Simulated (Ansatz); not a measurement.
# Sensitivity of the G0W0 gap of LaBiS2O (P4/nmm)

A base run on LaBiS2O (P4/nmm), then changed inputs.

Calculated with Ansatz 0.2.0; G0W0 on LDA, plane waves, PAW.

## Step 1: Set-up

It takes space group P4/nmm (No. 129, tetragonal). Conventional cell: a = 4.055 Å, b = 4.055 Å, c = 14.173 Å, α = 90.00°, β = 90.00°, γ = 90.00°. Nearest to La lie 4 O at 2.38 Å and 4 S at 3.21 Å. Nearest to Bi lie 5 S at 2.52 to 2.88 Å. S has 4 Bi at 2.88 Å nearest. Nearest to S lie 1 Bi at 2.52 Å and 4 La at 3.21 Å. Nearest to O lie 4 La at 2.38 Å. Farther neighbours and most contacts between anions are not listed.

Structure file:

```cif
data_structure
_symmetry_space_group_name_H-M 'P4/nmm:1'
_symmetry_Int_Tables_number 129
_cell_length_a 4.0555
_cell_length_b 4.0555
_cell_length_c 14.1733
_cell_angle_alpha 90.000
_cell_angle_beta 90.000
_cell_angle_gamma 90.000
_cell_volume 233.11
loop_
_atom_site_label
_atom_site_type_symbol
_atom_site_symmetry_multiplicity
_atom_site_Wyckoff_symbol
_atom_site_fract_x
_atom_site_fract_y
_atom_site_fract_z
_atom_site_occupancy
La1 La 2 c 0.50000 0.00000 0.58774 1
Bi1 Bi 2 c 0.00000 0.50000 0.86777 1
S1 S 2 c 0.50000 0.00000 0.89002 1
S2 S 2 c 0.00000 0.50000 0.69020 1
O1 O 2 b 0.00000 0.00000 0.50000 1
```

The cell and positions are those that the Materials Project relaxed with its own functionals (PBE, PBE+U or r2SCAN), kept fixed. Spin-orbit coupling is left out unless a step names it. The default PAW set here is soft_2. Its files were made with PBE.

## Step 2: The base run: 4×4×2 mesh, 497 empty bands, screening to 96 eV

G0W0 replaces the xc potential by the self-energy, built once from these orbitals. Only a window of levels is corrected, while the sums run over the empty bands that the input names.

input.yaml

```yaml
crystal:
  lattice:
    - [4.055497, 0.0, 0.0]
    - [0.0, 4.055497, 0.0]
    - [0.0, 0.0, 14.173265]
  atoms:
    - { symbol: La, position: [0.5, 0.0, 0.587742] }
    - { symbol: La, position: [0.0, 0.5, 0.412258] }
    - { symbol: Bi, position: [0.0, 0.5, 0.867775] }
    - { symbol: Bi, position: [0.5, 0.0, 0.132225] }
    - { symbol: S, position: [0.5, 0.0, 0.89002] }
    - { symbol: S, position: [0.0, 0.5, 0.10998] }
    - { symbol: S, position: [0.0, 0.5, 0.690201] }
    - { symbol: S, position: [0.5, 0.0, 0.309799] }
    - { symbol: O, position: [0.0, 0.0, 0.5] }
    - { symbol: O, position: [0.5, 0.5, 0.5] }
kpoints:
  mp_grid: { grid: [4, 4, 2] }
hamiltonian:
  xc: lda
scf:
  occupations: { method: fixed }
gw:
  n_empty_bands: 497
  ecut_chi: 96
  qp_bands: [v3, c3]
  qp_kpoints: band_edges
  screening: { model: contour_deformation }
```

Command:

```sh
ansatz run input.yaml --threads 3 --pin off --max-ram 92160MiB --backend cuda --events-out ev --progress --plain --runs-dir out --devices 1 --max-vram 13GiB
```

Numbers of over 12 decimals in the logs are rounded to 6 here.

Output:

```text
GPUs: using 1 of 1 available (devices: 1).
Engine: ansatz 0.2.0, x86_64-unknown-linux-gnu
Pseudopotentials: kind: paw
Pseudopotential: La, paw, valence charge 11, recommended cutoff 420 eV (normal), La.paw.azcp
Pseudopotential: Bi, paw, valence charge 15, recommended cutoff 420 eV (normal), Bi.paw.azcp
Pseudopotential: S, paw, valence charge 6, recommended cutoff 420 eV (normal), S.paw.azcp
Pseudopotential: O, paw, valence charge 6, recommended cutoff 420 eV (normal), O.paw.azcp
Functional definition: SPW92
  exchange = slater_x
  correlation = pw_c
device memory: the entry about to start is reckoned to put 3.1 GiB on a device that reports 51.3 GiB free (of which the cap on the GPU budget leaves the run 13.0 GiB)
GPU FFT provider: cuFFT
GPU libraries: cuBLAS 13.8.2, cuFFT 12.4.0, cuSOLVER 12.3.4
Crystal: 10 atoms, lattice volume = 233.108 Å³
Basis set: ecut = 420 eV, 4575 PW (Γ)
Bands: 54, of which v1, the nominal top of the filled ones, is band 44 counted from 1 (43 counted from 0)
Symmetry: 16 space group operations
Space group: P4/nmm (ITA 129), of the structure as read, at distance tolerance 6.2e-5 Å
k-points: 12 of 32
Non-local potential: La, projectors of the file, l = 0: 3, l = 1: 2, l = 2: 2, l = 3: 3
Non-local potential: Bi, projectors of the file, l = 0: 2, l = 1: 2, l = 2: 2, l = 3: 2
Non-local potential: S, projectors of the file, l = 0: 2, l = 1: 2, l = 2: 2
Non-local potential: O, projectors of the file, l = 0: 2, l = 1: 2, l = 2: 1
PAW form: soft (Blöchl's): semilocal exchange-correlation on the pseudo side does not see the compensation charge
PAW frozen core: La, regenerated for the run's functional, and the local potential with it (the file was generated under x = pbe(κ = 0.804, μ = 0.219515), c = pbe(β = 0.066725))
PAW frozen core: Bi, regenerated for the run's functional, and the local potential with it (the file was generated under x = pbe(κ = 0.804, μ = 0.219515), c = pbe(β = 0.066725))
PAW frozen core: S, regenerated for the run's functional, and the local potential with it (the file was generated under x = pbe(κ = 0.804, μ = 0.219515), c = pbe(β = 0.066725))
PAW frozen core: O, regenerated for the run's functional, and the local potential with it (the file was generated under x = pbe(κ = 0.804, μ = 0.219515), c = pbe(β = 0.066725))
PAW one-centre angular grid: La, 590 points (default); XC on 64 Gauss nodes
PAW one-centre angular grid: Bi, 590 points (default); XC on 64 Gauss nodes
PAW one-centre angular grid: S, 110 points (default); XC on 64 Gauss nodes
PAW one-centre angular grid: O, 110 points (default); XC on 64 Gauss nodes
Initial density: superposition of atomic densities (neutral atoms: chi_scale 0, normalization atom), corrected by the library's trained network
Initial wavefunctions: pseudopotential atomic-orbital guess
[...]
E_ewald      = -5664.431115
  E_core_change = 1.442296  (= ΣΔE_core)
  E_smearing   = -0.000000  (= −TS)
  E_closure    = 0.000000  (closes the sum)
  Σ components = -40925.326831   (vs F -40925.326831, Δ=0.00e0)
--- Band table (eV; the first three rows and the last of 12) ---
  k-point 0: bands = [... 40 lower, 7.0443, 7.0443, 7.3996, 7.3996, 10.7580, 11.0414, 11.0848, 11.2295, ... 6 higher]
  k-point 1: bands = [... 40 lower, 7.0618, 7.0772, 7.3878, 7.3878, 10.7664, 10.8715, 10.9278, 11.2117, ... 6 higher]
  k-point 2: bands = [... 40 lower, 6.8603, 6.9077, 7.1064, 7.2043, 9.8021, 10.2800, 10.2898, 10.5473, ... 6 higher]
  k-point 11: bands = [... 40 lower, 6.2402, 6.2402, 6.5637, 6.5637, 10.9814, 10.9814, 11.5998, 11.5998, ... 6 higher]
--- G₀W₀: contour deformation, 7 samples at zero and on the imaginary axis and 1 off it, 32 q-points, 497 empty bands' worth ---
  eigenvalues of the whole cell's RPA ε∞ on this k-mesh (on a slab, of 1 + 4πα/V) = 7.6340, 29.9775, 29.9775; static W/v taken at q = 0 is 0.008753
  bands read: the sum over 541 bands ends inside a degenerate multiplet in 6 slots, whose members it reads at an even weight; the widest, k=4: bands 541 to 542 (counted from 1) at 1/2 each
  gw.qp_kpoints: band_edges: 8 of 12 stored k-points solved, in 1 pass; an edge of the gap read off the rows below is read off those points alone
    valence top: of the k-points left out ik 9 came nearest to being solved in a further pass, in band 43 (counted from 1, as in the quasiparticle table): it holds the edge there only if its correction is more favourable than any solved in that band by at least 0.634 eV; those differ by 0.264 eV
    conduction bottom: of the k-points left out ik 9 came nearest to being solved in a further pass, in band 45 (counted from 1, as in the quasiparticle table): it holds the edge there only if its correction is more favourable than any solved in that band by at least 2.132 eV; those differ by 1.536 eV
  `?` marks the rows in doubt; gw_qp.tsv's column doubts and the gw_qp event give each row's grounds
    ik  band        ε_KS         Σx   Σc(E_QP)       V_xc       Z   E_QP_lin       E_QP  E_QP is
     0    42      7.0443   -18.0370     2.5897   -15.1785  0.6977     6.7711     6.7756  root
     0    43      7.3996   -19.9150     2.9383   -16.7899  0.7051     7.2111     7.2127  root
     0    44      7.3996   -19.9150     2.9383   -16.7899  0.7051     7.2111     7.2127  root
     0    45     10.7580   -10.6608    -6.1220   -18.6338  0.7329    12.6352    12.6090  root
     0    46     11.0414   -10.3635    -4.4110   -15.5548  0.7297    11.8961    11.8217  root
     0    47     11.0848    -8.9290    -4.7393   -14.5419  0.7384    11.9864    11.9583  root
     1    42      7.0772   -19.3623     2.3669   -16.8966  0.7123     6.9781     6.9785  root
     1    43      7.3878   -19.9411     2.9575   -16.7945  0.7050     7.1971     7.1987  root
[...]
7    43      6.9253   -17.2900     1.9602   -15.2001  0.7056     6.7947     6.7955  root
     7    44      6.9763   -18.2655     1.9720   -16.2231  0.7128     6.9057     6.9059  root
     7    45      9.0201   -10.7024    -3.3745   -14.4946  0.7380     9.4475     9.4378  root
     7    46      9.2292   -11.1781    -3.3986   -15.0026  0.7280     9.6715     9.6551  root
     7    47     10.8301   -10.4996    -4.4848   -15.7813  0.7331    11.7209    11.6270  root ?
[key lines of the parts left out:]
SCF converged after 8 iterations
Free energy (F): -40925.326831 eV
Fermi energy:    7.416934 eV
```

The job ended after 41 s (1 × NVIDIA H100 80GB HBM3 (shared by 6 runs) with 3 threads of AMD EPYC 7R13 (Zen 3), shared host; peak memory 2.2 GiB; 65 s of CPU time).

This step gave:

- bands summed: 541
- RPA ε∞ on this mesh (eigenvalues): 7.634, 29.98, 29.98
- plane waves in the screening matrix: 515
- q-points in the mesh: 32
- G0W0 gap on the mesh: 1.133 eV
- k of the valence top: 0, -0.5, 0
- k of the conduction bottom: 0, -0.5, 0
- starting gap on the mesh: 0.8216 eV
- Z at the valence top: 0.7226
- Z at the conduction bottom: 0.7439
- least direct G0W0 gap on the computed points: 1.133 eV

The gap on the mesh goes from 0.82 eV to 1.13 eV, a correction of +0.31 eV. Between the two edge states, bare exchange in place of the xc potential would open the gap by 4.49 eV, and correlation takes back 4.18 eV.

## Step 3: Variant: low screening cutoff

Edit input.yaml of step 2 so:

```diff
@@ -23,4 +23,4 @@
 gw:
-  n_empty_bands: 497
-  ecut_chi: 96
+  n_empty_bands: 695
+  ecut_chi: 55
   qp_bands: [v3, c3]
```

Output:

```text
GPUs: using 1 of 1 available (devices: 1).
[...]
GPU FFT provider: cuFFT
GPU libraries: cuBLAS 13.8.2, cuFFT 12.4.0, cuSOLVER 12.3.4
Crystal: 10 atoms, lattice volume = 233.108 Å³
Basis set: ecut = 420 eV, 4575 PW (Γ)
Bands: 54, of which v1, the nominal top of the filled ones, is band 44 counted from 1 (43 counted from 0)
Symmetry: 16 space group operations
[...]
k-points: 12 of 32
[...]
GPU buffer pool allocated for 86400 grid points (all kernels)
[...]
SCF iter   1: F=—  HF=-40925.383563 eV  |F-HF|=—  |Δ(HF+E_count)|=         —  Δρ=9.50e-3  dr2=3.02e-1  ethr=1.77e-3  ⟨swp⟩=5.9  Hψ=2407  notcnv=0  defer=83
[...]
SCF iter   8: F=-40925.326831 eV  HF=-40925.326831 eV  |F-HF|=2.67e-8  |Δ(HF+E_count)|=   3.29e-8  Δρ=3.37e-6  dr2=5.34e-8  ethr=1.14e-10  ⟨swp⟩=20.6  Hψ=3484  notcnv=0
SCF 1 converged in 8 iterations: F = -40925.326831 eV  dr2 = 5.34e-8
[...]
NSCF: frozen V_eff on 12 k-points
[...]
G₀W₀ screening: q 1/12
[... further progress lines ...]
SCF converged after 8 iterations
Free energy (F): -40925.326831 eV
[...]
Internal energy: -40925.326831 eV  (E = F + TS)
E sigma→0 (E₀):  -40925.326831 eV
Fermi energy:    7.416934 eV
[...]
--- Band table (eV; the first three rows and the last of 12) ---
  k-point 0: bands = [... 40 lower, 7.0443, 7.0443, 7.3996, 7.3996, 10.7580, 11.0414, 11.0848, 11.2295, ... 6 higher]
  k-point 1: bands = [... 40 lower, 7.0618, 7.0772, 7.3878, 7.3878, 10.7664, 10.8715, 10.9278, 11.2117, ... 6 higher]
  k-point 2: bands = [... 40 lower, 6.8603, 6.9077, 7.1064, 7.2043, 9.8021, 10.2800, 10.2898, 10.5473, ... 6 higher]
  k-point 11: bands = [... 40 lower, 6.2402, 6.2402, 6.5637, 6.5637, 10.9814, 10.9814, 11.5998, 11.5998, ... 6 higher]
[...]
0    42      7.0443   -18.0370     2.6907   -15.1785  0.7027     6.8749     6.8765  root
     0    43      7.3996   -19.9150     3.0256   -16.7899  0.7104     7.2996     7.3000  root
     0    44      7.3996   -19.9150     3.0256   -16.7899  0.7104     7.2996     7.3000  root
     0    45     10.7580   -10.6608    -6.0537   -18.6338  0.7361    12.6980    12.6773  root
     0    46     11.0414   -10.3635    -4.3364   -15.5548  0.7326    11.9379    11.8963  root ?
     0    47     11.0848    -8.9290    -4.6949   -14.5419  0.7409    12.0312    12.0028  root
     1    42      7.0772   -19.3623     2.4662   -16.8966  0.7177     7.0778     7.0778  root
     1    43      7.3878   -19.9411     3.0437   -16.7945  0.7102     7.2844     7.2849  root
     1    44      7.3878   -19.9411     3.0437   -16.7945  0.7102     7.2844     7.2849  root
[...]
7    44      6.9763   -18.2655     2.0679   -16.2231  0.7180     7.0017     7.0018  root
     7    45      9.0201   -10.7024    -3.3151   -14.4946  0.7407     9.5109     9.4972  root
     7    46      9.2292   -11.1781    -3.3336   -15.0026  0.7312     9.7452     9.7201  root
     7    47     10.8301   -10.4996    -4.3796   -15.7813  0.7361    11.7716    11.7322  root
```

The job ended after 30 s (1 × NVIDIA H100 80GB HBM3 (shared by 6 runs) with 3 threads; peak memory 2.2 GiB; 40 s of CPU time).

Against the base:

```
              setting  base  variant
          empty bands   497      695
screening cutoff (eV)    96       55
```

```
                                    quantity  variant   base
                    starting gap on the mesh    0.822  0.822
                        G0W0 gap on the mesh    1.063  1.133
least direct G0W0 gap on the computed points    1.063  1.133
                        Z at the valence top    0.728  0.723
                  Z at the conduction bottom    0.746  0.744
```

## Step 4: Outcome

```
base                 : 1.13 eV, 41 s
low screening cutoff : 1.06 eV, 30 s
```

What this shows: Low screening cutoff: the gap moves by −0.07 eV; such settings are too crude to quote. The variant differs from the base in empty bands and screening cutoff together, so the change can't be laid to one of them. All runs here use a coarse mesh and modest cutoffs; they test settings and are not final values. The 4×4×2 mesh is coarse for this cell (its supercell is 16 Å along the shortest edge). The RPA ε∞ on it, from the LDA start, is 7.63 and 29.98; such meshes misread the long-range screening, most where the gap is narrow. Where an edge is built on 6p states of lead, bismuth or thallium, scalar-relativistic gaps usually stand too wide, by a few tenths to over one eV. Empty 4f levels lie among the conduction bands. Their place in the start is unsure; it enters the screening, and the edge itself where they lie low. The many-body steps are scalar-relativistic: spin-orbit coupling is not in them.

[Paths, hosts, dates, memory and timing lines, banners, echoed tables and standing remarks are left out of the program output.]

[Logs are printed without paths, hosts, clocks, repeated set-up lines and the standing remarks that a program may print on its own settings, such as how far it seeks lower states.]

[Runs of the session that timed out or met a known fault of the program may be left out.]

[Cells called generated may have been cut or substituted from an entry of the Crystallography Open Database or the Materials Project.]

[Hosts, paths, dates, database ids (printed as entryN), source tags and the programs' standing remarks are cut or masked in the printed files.]
